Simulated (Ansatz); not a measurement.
# H2Pb (model cell, started as rutile): following an unstable mode

Wanted: the energy along a soft mode of H2Pb (model cell, started as rutile) and the structure at the end.

Main program and level: Ansatz 0.2.0; DFT PBEsol, scalar-relativistic, plane waves, PAW.

Report form: the programs' logs are mostly left out.

The structure was built from a prototype and need not be the compound's stable phase.

**1. Set-up**

The structure is tetragonal, space group P4_2/mnm (No. 136). The conventional cell has a = 4.954 Å, b = 4.954 Å, c = 3.759 Å, α = 90.00°, β = 90.00°, γ = 90.00°. Pb has 6 H at 2.21 to 2.28 Å nearest. H has 3 Pb at 2.21 to 2.28 Å nearest. Farther neighbours are not listed.

**2. The dispersion**

The cell comes from relaxations at this level that are not shown. Stability and thermal properties need the whole zone. Linear response on a 2×2×2 q mesh gives force constants as far as a supercell of that size would.

Contents of input.yaml:

```yaml
crystal:
  lattice:
    - [4.9543492694, 0.0, 0.0]
    - [0.0, 4.9543492694, 0.0]
    - [0.0, 0.0, 3.7593839155]
  atoms:
    - { symbol: Pb, position: [0.0, 0.0, 0.0] }
    - { symbol: Pb, position: [0.5, 0.5, 0.5] }
    - { symbol: H, position: [0.3153257571, 0.3153257571, 0.0] }
    - { symbol: H, position: [0.6846742429, 0.6846742429, 0.0] }
    - { symbol: H, position: [0.8153257571, 0.1846742429, 0.5] }
    - { symbol: H, position: [0.1846742429, 0.8153257571, 0.5] }
kpoints:
  mp_grid: { grid: [6, 6, 8] }
hamiltonian:
  xc: pbesol
scf:
  occupations: { method: methfessel_paxton, width: 0.15 }
output:
  eigenvalues: true
phonons:
  method: dfpt
  qmesh: [2, 2, 2]
  temperatures: { t_max: 1000, t_step: 50 }
  qpath:
    path:
      - [[0.0, 0.0, 0.0], [0.0, 0.5, 0.0], [0.5, 0.5, 0.0], [0.0, 0.0, 0.0], [0.0, 0.0, 0.5], [0.0, 0.5, 0.5], [0.5, 0.5, 0.5], [0.0, 0.0, 0.5]]
      - [[0.0, 0.5, 0.0], [0.0, 0.5, 0.5]]
      - [[0.5, 0.5, 0.0], [0.5, 0.5, 0.5]]
    npoints: 10
```

Launch:

```
ansatz run input.yaml --threads 8 --pin off --max-ram 14336MiB --backend cpu --events-out ev --progress --plain --runs-dir out
```

Elapsed: 83 s, on 8 threads of Arm Neoverse V1, shared host; peak memory 0.93 GiB.

Numbers from this step:

```
volume per atom                                         : 15.38 Å³
gap on the k-mesh                                       : 0 eV
sum-rule residual before enforcement                    : 1.73e-5 eV/Å²
lowest frequency on the path                            : -773.3 cm⁻¹
point group                                             : 4/mmm
highest frequency on the path or at a solved wavevector : 1069 cm⁻¹
highest optical mode at the zone centre (no LO-TO term) : 1069 cm⁻¹
lowest optical zone-centre mode                         : -431.2 cm⁻¹
lowest mode on the q mesh (acoustic modes at Γ apart)   : -773.3 cm⁻¹
```

Frequencies (cm⁻¹) solved at each irreducible wavevector; negative means imaginary. Frequencies by wavevector, by row:

| q in reciprocal lattice units | star | mode 1 | mode 2 | mode 3 | mode 4 | mode 16 | mode 17 | mode 18 |
| --- | --- | --- | --- | --- | --- | --- | --- | --- |
| 0 0 0 | 1 | -431.2 | -215.4 | 0 | 0 | 718.4 | 959.1 | 1069 |
| 0 0 -0.5 | 1 | -773.3 | -773.3 | -193.8 | -193.8 | 677.8 | 929.7 | 929.7 |
| 0 -0.5 0 | 2 | -209.9 | -209.9 | 37.6 | 37.6 | 752.7 | 899.7 | 899.7 |
| 0 -0.5 -0.5 | 2 | -611.2 | -611.2 | 42.6 | 42.6 | 679.7 | 973.7 | 973.7 |
| -0.5 -0.5 0 | 1 | -309.1 | -309.1 | 11.2 | 11.2 | 730.5 | 998.4 | 998.4 |
| -0.5 -0.5 -0.5 | 1 | -675 | -675 | 43 | 43 | 664.8 | 938.7 | 938.7 |

Interpolated from a 2×2×2 q mesh, rough between the solved points. The phonon branches at the labelled points (cm⁻¹):

| point | branch 1 | branch 2 | branch 3 | branch 4 | branch 15 | branch 16 | branch 17 | branch 18 |
| --- | --- | --- | --- | --- | --- | --- | --- | --- |
| Γ | -431 | -215 | 0 | 0 | 718 | 718 | 959 | 1069 |
| halfway | -360 | -176 | 20 | 30 | 736 | 736 | 918 | 1028 |
| X | -210 | -210 | 38 | 38 | 753 | 753 | 900 | 900 |
| halfway | -264 | -264 | 35 | 35 | 742 | 742 | 965 | 965 |
| M | -309 | -309 | 11 | 11 | 730 | 730 | 998 | 998 |
| halfway | -332 | -199 | 20 | 22 | 735 | 742 | 856 | 1035 |
| Γ | -431 | -215 | 0 | 0 | 718 | 718 | 959 | 1069 |
| halfway | -233 | -233 | 22 | 22 | 567 | 567 | 931 | 1012 |
| Z | -773 | -773 | -194 | -194 | 678 | 678 | 930 | 930 |
| halfway | -698 | -698 | -51 | -51 | 677 | 677 | 955 | 955 |
| R | -611 | -611 | 43 | 43 | 680 | 680 | 974 | 974 |
| halfway | -643 | -643 | 50 | 50 | 673 | 673 | 959 | 959 |
| A | -675 | -675 | 43 | 43 | 665 | 665 | 939 | 939 |
| halfway | -694 | -644 | 48 | 48 | 664 | 695 | 930 | 979 |
| Z | -773 | -773 | -194 | -194 | 678 | 678 | 930 | 930 |
| jump to X | -210 | -210 | 38 | 38 | 753 | 753 | 900 | 900 |
| halfway | 20 | 20 | 50 | 50 | 674 | 674 | 932 | 932 |
| R | -611 | -611 | 43 | 43 | 680 | 680 | 974 | 974 |
| jump to M | -309 | -309 | 11 | 11 | 730 | 730 | 998 | 998 |
| halfway | 11 | 11 | 62 | 62 | 578 | 578 | 964 | 964 |
| A | -675 | -675 | 43 | 43 | 665 | 665 | 939 | 939 |

Symmetry leaves 6 wavevectors to solve. The lowest mode among them, the acoustic zeros apart, lies at q = (0, 0, -0.5) and is imaginary, 773.3i cm⁻¹, so the energy falls along it.

**3. The mode frozen in, largest atomic shift 0 Å**

The mode followed lies at q = (-0.5, -0.5, -0.5) with frequency 675.0i cm⁻¹ and is 2-fold degenerate, one of the unstable modes though not the softest. At small amplitude the distorted cell has space group no. 24 by a symmetry search on the positions. The undistorted cell that holds it gives the zero of energy on the same k mesh.

System of this step: H2Pb (model cell, started as rutile). The structure is tetragonal, space group P4_2/mnm (No. 136). Conventional cell: a = 4.954 Å, b = 4.954 Å, c = 3.759 Å, α = 90.00°, β = 90.00°, γ = 90.00°. Nearest to Pb lie 6 H at 2.21 to 2.28 Å. Nearest to H lie 3 Pb at 2.21 to 2.28 Å. Farther neighbours are not listed.

Contents of input.yaml:

```yaml
crystal:
  lattice:
    - [4.9543492694, 0.0, 3.7593839155]
    - [4.9543492694, 0.0, -3.7593839155]
    - [0.0, 4.9543492694, 3.7593839155]
  atoms:
    - { symbol: Pb, position: [0.0, 0.0, 0.0] }
    - { symbol: Pb, position: [0.5, 0.5, 0.0] }
    - { symbol: Pb, position: [0.25, 0.25, 0.5] }
    - { symbol: Pb, position: [0.75, 0.75, 0.5] }
    - { symbol: H, position: [0.0, 0.3153257571, 0.3153257571] }
    - { symbol: H, position: [0.5, 0.8153257571, 0.3153257571] }
    - { symbol: H, position: [0.0, 0.6846742429, 0.6846742429] }
    - { symbol: H, position: [0.5, 0.1846742429, 0.6846742429] }
    - { symbol: H, position: [0.5653257571, 0.25, 0.1846742429] }
    - { symbol: H, position: [0.0653257571, 0.75, 0.1846742429] }
    - { symbol: H, position: [0.9346742429, 0.25, 0.8153257571] }
    - { symbol: H, position: [0.4346742429, 0.75, 0.8153257571] }
kpoints:
  mp_grid: { grid: [6, 6, 6] }
hamiltonian:
  xc: pbesol
scf:
  occupations: { method: methfessel_paxton, width: 0.15 }
output:
  forces: true
  stress: true
  eigenvalues: true
```

The job ended after 2.2 s (8 threads; peak memory 0.78 GiB).

This step gave:

```yaml
pressure: 0.09769 GPa
energy_from_the_undistorted_cell: 0 meV/atom
```

The run ends at a pressure of 0.10 GPa, with forces up to 0.0061 eV/Å.

**4. The mode frozen in, largest atomic shift 0.45 Å**

The atoms are moved along the unstable eigenvector, the largest shift by 0.45 Å, with the cell fixed.

Contents of input.yaml:

```yaml
crystal:
  lattice:
    - [4.9543492694, 0.0, 3.7593839155]
    - [4.9543492694, 0.0, -3.7593839155]
    - [0.0, 4.9543492694, 3.7593839155]
  atoms:
    - { symbol: Pb, position: [-3.70652e-05, 0.0, 3.70652e-05] }
    - { symbol: Pb, position: [0.5000370652, 0.5, -3.70652e-05] }
    - { symbol: Pb, position: [0.25, 0.2500945088, 0.5000945088] }
    - { symbol: Pb, position: [0.75, 0.7499054912, 0.4999054912] }
    - { symbol: H, position: [0.0587164236, 0.2554847013, 0.3164503893] }
    - { symbol: H, position: [0.4412835764, 0.8751668129, 0.3142011249] }
    - { symbol: H, position: [-0.060965688, 0.7445152987, 0.6857988751] }
    - { symbol: H, position: [0.560965688, 0.1248331871, 0.6835496107] }
    - { symbol: H, position: [0.5418568303, 0.2763365134, 0.1875418295] }
    - { symbol: H, position: [0.0887946839, 0.7236634866, 0.1818066563] }
    - { symbol: H, position: [0.9581431697, 0.2293986598, 0.8181933437] }
    - { symbol: H, position: [0.4112053161, 0.7706013402, 0.8124581705] }
kpoints:
  mp_grid: { grid: [6, 6, 6] }
hamiltonian:
  xc: pbesol
scf:
  occupations: { method: methfessel_paxton, width: 0.15 }
output:
  forces: true
  stress: true
  eigenvalues: true
```

The job ended after 5.2 s (8 threads; peak memory 0.74 GiB).

Numbers from this step:

```yaml
pressure: 1.770 GPa
energy_from_the_undistorted_cell: -26.08 meV/atom
```

The energy, extrapolated to zero smearing, is -26.08 meV/atom against the undistorted cell.

The run ends at a pressure of 1.77 GPa, with forces up to 0.67 eV/Å.

**5. Energy along the mode, all amplitudes (two of the runs are shown above)**

An imaginary frequency means negative curvature, so the energy should fall and then rise again as anharmonic terms take over.

This step gave:

```
depth at the lowest point sampled  : 26.08 meV/atom
largest atomic shift at that point : 0.45 Å
```

Table of energy from the parent by largest atomic shift:

| largest atomic shift (Å) | energy from the parent (meV/atom) |
| --- | --- |
| 0.000 | 0 |
| 0.040 | -0.906 |
| 0.080 | -3.07 |
| 0.140 | -7.57 |
| 0.220 | -14.5 |
| 0.320 | -22.3 |
| 0.450 | -26.1 |
| 0.600 | -9.97 |

Displacement at unit largest shift by atom:

| atom | x (Å) | y (Å) | z (Å) | size |
| --- | --- | --- | --- | --- |
| Pb1 | 0.00 | 0.00 | 0.00 | 0.00 |
| Pb2 | 0.00 | 0.00 | 0.00 | 0.00 |
| Pb3 | 0.00 | 0.00 | 0.00 | 0.00 |
| Pb4 | 0.00 | 0.00 | 0.00 | 0.00 |
| H5 | -0.01 | 0.01 | 1.00 | 1.00 |
| H6 | 0.01 | -0.01 | -1.00 | 1.00 |
| H7 | -0.01 | 0.01 | -1.00 | 1.00 |
| H8 | 0.01 | -0.01 | 1.00 | 1.00 |
| H9 | 0.03 | 0.03 | -0.39 | 0.39 |
| H10 | -0.03 | -0.03 | 0.39 | 0.39 |
| H11 | 0.03 | 0.03 | 0.39 | 0.39 |
| H12 | -0.03 | -0.03 | -0.39 | 0.39 |

The lowest of the steps tried is at 0.45 Å, 26.1 meV/atom below the parent; the bottom of the well need not coincide with a step.

**6. Relaxation from the frozen mode**

Starting from the lowest point found, all atoms and the cell are let go, so that strain and other modes of the same symmetry can join in.

input.yaml, as its differences from that of step 4:

```diff
@@ -28 +28,6 @@
   eigenvalues: true
+relax:
+  adjacent_minimum: "off"
+  f_tol: 0.002
+  max_steps: 120
+  cell: { stress_tol: 0.03 }
```

Run time: 57 s. Hardware: 8 threads; peak memory 0.84 GiB.

Step by step:

| step | energy less that of the first step (eV) | largest force component (eV/Å) | pressure (GPa) | volume (Å³) |
| --- | --- | --- | --- | --- |
| 1 | 0.0000 | 0.4721 | 1.77 | 184.55 |
| 2 | -0.3040 | 0.2775 | -1.47 | 193.25 |
| 3 | -0.4444 | 0.2918 | -0.96 | 186.65 |
| 4 | -0.5462 | 0.0426 | -0.01 | 187.20 |
| 5 | -0.5544 | 0.0561 | -0.44 | 188.99 |
| 6 | -0.5589 | 0.0054 | -0.03 | 187.45 |
| 7 | -0.5590 | 0.0011 | -0.01 | 187.20 |
| 8* | -0.5624 | 0.0010 | 0.00 | 187.20 |
| 9 | -0.5624 | 0.0002 | 0.00 | 187.17 |
| 10* | -0.5624 | 0.0002 | 0.00 | 187.17 |

Relaxation steps marked * repeat the geometry before them on a plane-wave basis chosen anew for their cell, so energy and pressure can jump there.

The run keeps the 4 symmetry operations that it works with, so distortions that break them were not tested.

| cell as run | before | after | change |
| --- | --- | --- | --- |
| a (Å) | 6.219 | 6.279 | +1.0 % |
| b (Å) | 6.219 | 6.279 | +1.0 % |
| c (Å) | 6.219 | 6.279 | +1.0 % |
| α (°) | 111.43 | 114.12 | +2.4 % |
| β (°) | 68.57 | 65.88 | -3.9 % |
| γ (°) | 74.38 | 79.48 | +6.9 % |
| volume (Å³/atom) | 15.38 | 15.60 | +1.4 % |

The atoms that moved most (Å, as changes of fractional coordinates times the final cell):

| atom | dx | dy | dz | length |
| --- | --- | --- | --- | --- |
| H11 | 0.145 | 0.125 | 0.446 | 0.485 |
| H12 | -0.125 | -0.145 | -0.446 | 0.485 |
| H10 | -0.145 | -0.125 | 0.446 | 0.485 |
| H9 | 0.125 | 0.145 | -0.446 | 0.485 |
| H7 | -0.133 | 0.153 | -0.154 | 0.255 |
| H8 | 0.153 | -0.133 | 0.154 | 0.255 |
| H5 | -0.153 | 0.133 | 0.154 | 0.255 |
| H6 | 0.133 | -0.153 | -0.154 | 0.255 |

Final coordinates:

```
Pb H
1.0
     4.82837    0.00002    4.01427
     4.82837    0.00002   -4.01427
     0.00002    4.82837    4.01427
Pb H
4 8
Direct
  0.97916 0.00000 0.02084
  0.52084 0.50000 0.97916
  0.25000 0.27082 0.52082
  0.75000 0.72918 0.47918
  0.04818 0.23433 0.34409
  0.45182 0.89228 0.28251
  0.89024 0.76567 0.71749
  0.60976 0.10772 0.65591
  0.48433 0.35977 0.21748
  0.14229 0.64023 0.15590
  0.01567 0.20181 0.84410
  0.35771 0.79819 0.78252
```

Numbers from this step:

```yaml
pressure: 6.21e-4 GPa
volume_per_atom: 15.60 Å³
gap_on_the_k_mesh: 0.6726 eV
```

The distorted start has space group I2_12_12_1; the relaxation ends in I-42d.

**7. The phases reached**

The phases reached along the modes that were followed are set side by side.

Energies are those of the first relaxation, on the mesh of the frozen mode; space group, volume and gap are those of the last relaxation. Phases, by row:

| mode frozen in | space group | energy from parent (meV/atom) | volume (Å³/atom) | gap on mesh (eV) | lowest zone-centre optical mode (cm⁻¹) | largest shift (Å) |
| --- | --- | --- | --- | --- | --- | --- |
| parent | P4_2/mnm | 0 | 15.38 | 0 | – | – |
| q = (0, 0, -0.5), 773i cm⁻¹ | Cmcm | -29.95 | 15.42 | 0 | – | 0.517 |
| q = (0, 0, -0.5), 773i cm⁻¹ | P4_12_12 | -88.64 | 15.98 | 1.051 | – | 0.865 |
| q = (0, 0, -0.5), 773i cm⁻¹ | P4_32_12 | -88.64 | 15.98 | 1.051 | – | 0.865 |
| q = (-0.5, -0.5, -0.5), 675i cm⁻¹ | Imma | -27.21 | 15.44 | 0 | – | 0.51 |
| q = (-0.5, -0.5, -0.5), 675i cm⁻¹ | I-42d | -72.95 | 15.6 | 0.672 | – | 0.668 |
| q = (-0.5, -0.5, -0.5), 675i cm⁻¹ | I-42d | -72.95 | 15.6 | 0.673 | – | 0.668 |

**8. Outcome**

```yaml
unstable_mode_of_the_parent: q = (-0.5, -0.5, -0.5), 675i cm⁻¹
depth_at_the_lowest_point_sampled: 26.1 meV/atom
largest_atomic_shift_at_that_point: 0.45 Å
space_group_reached_within_0p01_a: I-42d
energy_gained_over_the_parent_first_relaxation_on_the_mesh_of_the_frozen_mode: 73.0 meV/atom
volume_per_atom_phase_reached: 15.6 Å³
gap_on_the_k_mesh_phase_reached: 0.673 eV
```

Along this mode the structure falls into I-42d, 73.0 meV/atom below the parent. At the parent's cell the well is 26.08 meV/atom deep on the steps tried, with its lowest point at a shift of 0.45 Å. Relaxing atoms and cell changes the gain by +46.87 meV/atom against the lowest step (energies at zero smearing). Most of the total comes from this relaxation. The modes of the phase reached were not computed on this path. Of the 6 patterns followed to their end from this parent, this one ends 15.7 meV/atom above the lowest, P4_32_12. Each path keeps the symmetry of its pattern, so a lower phase may lie along a pattern not tried. The q mesh stands for a supercell only 7.5 Å across, so branches between the solved wavevectors are rough. With no gap, or one that is small against the smearing, the frequencies hang on the k mesh and the smearing, most of all near Kohn anomalies. Spin-orbit coupling is left out, which can matter for the heavy elements here. The starting cell was built on a prototype and not taken from a measurement, so the phase need not exist.

[Logs are printed without paths, hosts, clocks, repeated set-up lines and the standing remarks that a program may print on its own settings, such as how far it seeks lower states.]

[Hosts, paths, dates, database ids (printed as entryN), source tags and the programs' standing remarks are cut or masked in the printed files.]
